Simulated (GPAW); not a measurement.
# Dielectric function and optical constants of KMgF3, part 2 of 2

Wanted: where KMgF3 starts to absorb, how strongly, and its refractive index.

GPAW 26.7.0; DFT, PBE, plane-wave PAW (GPAW data sets), scalar-relativistic, RPA, optical limit.

So far. Step 2 (Ground state): There is a gap, 7.32 eV on this mesh (points off the mesh can give less), so no carriers' term is needed.

## (4) Dielectric function, RPA

Transitions between filled and empty bands, summed over the zone, give the optical response, so mesh, band count and broadening shape it.

The induced potential is part of this response.

This step: DFT, PBE, plane-wave PAW (GPAW data sets), scalar-relativistic, RPA, optical limit (GPAW 26.7.0).

The input, df.py:

```python
from gpaw.response.df import DielectricFunction

df = DielectricFunction('full.gpw', frequencies={'type': 'nonlinear', 'domega0': 0.03, 'omega2': 8},
                        ecut=50,
                        eta=0.15,
                        nbands=50,
                        txt='df.txt')
for direction in ['x']:
    df.get_dielectric_function(xc='RPA', direction=direction, filename=f'df_{direction}.csv')
```

On the command line:

```
OMP_NUM_THREADS=1 python df.py
```

The program printed:

```text
Using integrator: PointIntegrator
NonLinearFrequencyDescriptor(from 0.000 to 106.549 eV, 546 points)
Nonperiodic BCs:  [False False False]
Using integrator: PointIntegrator
NonLinearFrequencyDescriptor(from 0.000 to 106.549 eV, 546 points)
Nonperiodic BCs:  [False False False]

Calculating chi0 body with:
    Ground state adapter containing:
    Number of spins: 1
    Number of kpoints: 512
    Number of irreducible kpoints: 35
    Number of completely occupied states: 20
    Number of partially occupied states: 20

    Linear response parametrization:
    q_c: [0.0, 0.0, 0.0]
    Number of frequency points: 546
    Planewave cutoff: 50.0
    Number of bands: 50
    Number of planewaves: 57
    Broadening (eta): 0.15

Integrating chi0 body.

Symmetries of q_c:
    Direct symmetries (Uq -> q): 48
    Indirect symmetries (TUq -> q): 0
In total 48 allowed symmetries.

35 groups of equivalent kpoints. 93.1640625% reduction.

Integral kind: spectral function

Calculating chi0 optical extensions with:
    Ground state adapter containing:
    Number of spins: 1
    Number of kpoints: 512
    Number of irreducible kpoints: 35
    Number of completely occupied states: 20
    Number of partially occupied states: 20

    Linear response parametrization:
    Number of frequency points: 546
    Planewave cutoff: 50.0
    Number of bands: 50
    Number of planewaves: 57
    Broadening (eta): 0.15
Integrating chi0 head and wings.

Symmetries of q_c:
    Direct symmetries (Uq -> q): 48
    Indirect symmetries (TUq -> q): 0
In total 48 allowed symmetries.

35 groups of equivalent kpoints. 93.1640625% reduction.

Integral kind: spectral function wings
```

The job ended after 11 s (1 thread of Arm Neoverse V2, shared host; peak memory 0.32 GiB).

Numbers from this step:

- electronic dielectric constant ε∞, mean over x, y and z (by symmetry where fewer were run): 1.978
- main peak of Im epsilon, first axis: 11.48 eV

Some rows of df_x.csv (energy; Re and Im without local fields; Re and Im with them):

```text
0.000000, 2.089153, -0.000000, 1.977748, -0.000000
0.429336, 2.090106, 0.000667, 1.978620, 0.000611
0.878195, 2.093157, 0.001376, 1.981415, 0.001261
1.347938, 2.098658, 0.002145, 1.986455, 0.001966
1.840057, 2.107068, 0.002996, 1.994169, 0.002749
2.356191, 2.119008, 0.003964, 2.005133, 0.003643
2.898142, 2.135323, 0.005098, 2.020143, 0.004696
3.467895, 2.157215, 0.006477, 2.040333, 0.005982
4.067647, 2.186458, 0.008229, 2.067391, 0.007628
4.699832, 2.225828, 0.010589, 2.103978, 0.009866
5.367152, 2.280036, 0.014041, 2.154654, 0.013173
6.072622, 2.358186, 0.019811, 2.228326, 0.018772
6.819608, 2.482772, 0.032567, 2.347282, 0.031358
7.611886, 2.734024, 0.127553, 2.591884, 0.127238
8.453705, 2.731216, 0.442477, 2.573359, 0.446484
9.349861, 2.742225, 0.504881, 2.558399, 0.505791
10.305790, 3.139683, 0.942426, 2.916057, 0.918582
11.327680, 2.394287, 2.274551, 2.247449, 2.167294
12.422601, 1.658301, 1.184379, 1.414917, 1.164404
13.598673, 1.330268, 0.953929, 1.109269, 0.908178
```

Values under the direct gap are tails of Lorentzian lines. Im ε, E ∥ x against photon energy; read off at these points:

| photon energy (eV) | Im ε, E ∥ x |
| --- | --- |
| 0.000 | 0 |
| 0.250 | 3.5e-4 |
| 0.500 | 7.1e-4 |
| 0.750 | 0.00107 |
| 1.000 | 0.00144 |
| 1.250 | 0.00182 |
| 1.500 | 0.00220 |
| 1.750 | 0.00260 |
| 2.000 | 0.00302 |
| 2.250 | 0.00345 |
| 2.500 | 0.00391 |
| 2.750 | 0.00439 |
| 3.000 | 0.00491 |
| 3.250 | 0.00546 |
| 3.500 | 0.00606 |
| 3.750 | 0.00671 |
| 4.000 | 0.00742 |
| 4.250 | 0.00821 |
| 4.500 | 0.00909 |
| 4.750 | 0.0101 |
| 5.000 | 0.0112 |
| 5.250 | 0.0125 |
| 5.500 | 0.0140 |
| 5.750 | 0.0158 |
| 6.000 | 0.0180 |
| 6.250 | 0.0208 |
| 6.500 | 0.0245 |
| 6.750 | 0.0296 |
| 7.000 | 0.0374 |
| 7.250 | 0.0519 |
| 7.500 | 0.0920 |
| 7.750 | 0.170 |
| 8.000 | 0.342 |
| 8.250 | 0.449 |
| 8.500 | 0.423 |
| 8.750 | 0.455 |
| 9.000 | 0.742 |
| 9.088 | 0.777 |
| 9.250 | 0.602 |
| 9.500 | 0.553 |
| 9.750 | 0.775 |
| 10.000 | 0.871 |
| 10.250 | 0.901 |
| 10.500 | 1.30 |
| 10.750 | 1.56 |
| 11.000 | 1.88 |
| 11.250 | 2.08 |
| 11.500 | 2.26 |
| 11.750 | 2.03 |
| 12.000 | 1.46 |
| 12.250 | 1.20 |
| 12.500 | 1.18 |
| 12.750 | 1.19 |
| 13.000 | 1.26 |
| 13.250 | 1.21 |
| 13.500 | 0.979 |
| 13.750 | 0.736 |

Table of Re ε, E ∥ x by photon energy:

| photon energy (eV) | Re ε, E ∥ x |
| --- | --- |
| 0.0 | 1.98 |
| 0.5 | 1.98 |
| 1.0 | 1.98 |
| 1.5 | 1.99 |
| 2.0 | 2.00 |
| 2.5 | 2.01 |
| 3.0 | 2.02 |
| 3.5 | 2.04 |
| 4.0 | 2.06 |
| 4.5 | 2.09 |
| 5.0 | 2.12 |
| 5.5 | 2.17 |
| 6.0 | 2.22 |
| 6.5 | 2.29 |
| 7.0 | 2.39 |
| 7.5 | 2.55 |
| 8.0 | 2.69 |
| 8.5 | 2.57 |
| 9.0 | 2.69 |
| 9.5 | 2.74 |
| 10.0 | 2.80 |
| 10.5 | 3.11 |
| 11.0 | 2.72 |
| 11.5 | 1.85 |
| 12.0 | 1.13 |
| 12.5 | 1.43 |
| 13.0 | 1.36 |
| 13.5 | 1.12 |

The loss function −Im 1/ε at q → 0, E ∥ x has structure finer than the step of the table below, so its rows give means over 0.5 eV, whole bins alone (the curve runs from 0 to 14.0 eV). Peaks (eV: height): 11.94: 0.430, 13.43: 0.444.

Values under the direct gap are tails of Lorentzian lines. The loss function −Im 1/ε at q → 0, E ∥ x by energy loss; means over each step:

energy loss (eV), loss function −Im 1/ε at q → 0, E ∥ x and a bar:
```
      0.5      0.000 
      1.0      0.000 
      1.5      0.001 
      2.0      0.001 
      2.5      0.001 
      3.0      0.001 
      3.5      0.001 
      4.0      0.002 
      4.5      0.002 
      5.0      0.002 
      5.5      0.003 
      6.0      0.004 
      6.5      0.005 
      7.0      0.007 
      7.5      0.015 #
      8.0      0.046 ###
      8.5      0.060 ####
      9.0      0.089 ######
      9.5      0.080 #####
     10.0      0.100 #######
     10.5      0.120 ########
     11.0      0.177 ############
     11.5      0.271 ###################
     12.0      0.407 ############################
     12.5      0.349 ########################
     13.0      0.367 #########################
     13.5      0.436 ##############################
```

Table of reflectivity at normal incidence, E ∥ x by photon energy; read off at these points:

| photon energy (eV) | reflectivity at normal incidence, E ∥ x (%) |
| --- | --- |
| 0.00 | 2.85 |
| 0.50 | 2.86 |
| 1.00 | 2.87 |
| 1.50 | 2.90 |
| 2.00 | 2.93 |
| 2.50 | 2.98 |
| 3.00 | 3.04 |
| 3.50 | 3.12 |
| 4.00 | 3.21 |
| 4.50 | 3.33 |
| 5.00 | 3.47 |
| 5.50 | 3.65 |
| 6.00 | 3.87 |
| 6.50 | 4.17 |
| 7.00 | 4.59 |
| 7.50 | 5.31 |
| 8.00 | 6.06 |
| 8.50 | 5.67 |
| 8.89 | 6.88 |
| 9.00 | 6.77 |
| 9.50 | 6.56 |
| 10.00 | 7.47 |
| 10.50 | 9.68 |
| 11.00 | 10.8 |
| 11.50 | 11.9 |
| 12.00 | 7.70 |
| 12.50 | 5.37 |
| 13.00 | 5.90 |
| 13.50 | 4.27 |

The refractive index n and extinction k by photon energy:

| photon energy (eV) | n | k |
| --- | --- | --- |
| 0.0 | 1.41 | 0 |
| 0.5 | 1.41 | 2.5e-4 |
| 1.0 | 1.41 | 5.1e-4 |
| 1.5 | 1.41 | 7.8e-4 |
| 2.0 | 1.41 | 0.00107 |
| 2.5 | 1.42 | 0.00138 |
| 3.0 | 1.42 | 0.00173 |
| 3.5 | 1.43 | 0.00212 |
| 4.0 | 1.44 | 0.00258 |
| 4.5 | 1.45 | 0.00314 |
| 5.0 | 1.46 | 0.00384 |
| 5.5 | 1.47 | 0.00476 |
| 6.0 | 1.49 | 0.00605 |
| 6.5 | 1.51 | 0.00809 |
| 7.0 | 1.55 | 0.0121 |
| 7.5 | 1.60 | 0.0288 |
| 8.0 | 1.64 | 0.104 |
| 8.5 | 1.61 | 0.132 |
| 9.0 | 1.66 | 0.224 |
| 9.5 | 1.66 | 0.166 |
| 10.0 | 1.69 | 0.257 |
| 10.5 | 1.80 | 0.360 |
| 11.0 | 1.74 | 0.543 |
| 11.5 | 1.54 | 0.733 |
| 12.0 | 1.22 | 0.599 |
| 12.5 | 1.28 | 0.460 |
| 13.0 | 1.27 | 0.496 |
| 13.5 | 1.14 | 0.428 |

From ε follow the optical constants at some laser and lamp lines:

| wavelength (nm) | n | k | R (%) | 1/α |
| --- | --- | --- | --- | --- |
| 1550 | 1.41 | 0.000 | 2.9 | 303 µm |
| 1064 | 1.41 | 0.001 | 2.9 | 141 µm |
| 800 | 1.41 | 0.001 | 2.9 | 79 µm |
| 633 | 1.41 | 0.001 | 2.9 | 48 µm |
| 450 | 1.42 | 0.002 | 3.0 | 23 µm |
| 405 | 1.42 | 0.002 | 3.0 | 18 µm |
| 308 | 1.44 | 0.003 | 3.2 | 9.4 µm |

Below the direct gap, k and the depth come from the tails of the Lorentzian lines, not from transitions.

## (5) Results

| Item | Value |
| --- | --- |
| electronic dielectric constant ε∞, mean over x, y and z (by symmetry where fewer were run) (RPA) | 1.98 |
| main peak of Im epsilon, first axis | 11.5 eV |

**Reading.** At this level (PBE, RPA) KMgF3 has ε∞ = 1.98 and n = 1.41 at 1550 nm, and Im ε peaks at 11.5 eV. On the mesh the gap is 7.32 eV and the least direct gap 7.64 eV, so on this mesh the band edges lie at different points. Local fields change the static value along x from 2.09 to 1.98 (-5 %). Distinct maxima of Im ε, read by a parabola through the highest points, lie at 9.08 eV (0.78), 11.48 eV (2.3) and 12.93 eV (1.3). Excitons and phonon-assisted transitions are missing; PBE gaps are as a rule too small, which pulls the onset down and ε∞ up. The sum runs over mesh points, so small or evenly spaced maxima can still be ripples of the mesh. In this version of GPAW the matrix elements of the optical limit are incomplete, which can lower ε − 1 by up to a tenth where first-row anions or d states rule, and shift it by more in d metals.

[Machine, clock and banner lines and Python warnings are left out of the logs.]

[Logs are printed without paths, hosts, clocks, repeated set-up lines and the standing remarks that a program may print on its own settings, such as how far it seeks lower states.]

[Hosts, paths, dates, database ids (printed as entryN), source tags and the programs' standing remarks are cut or masked in the printed files.]
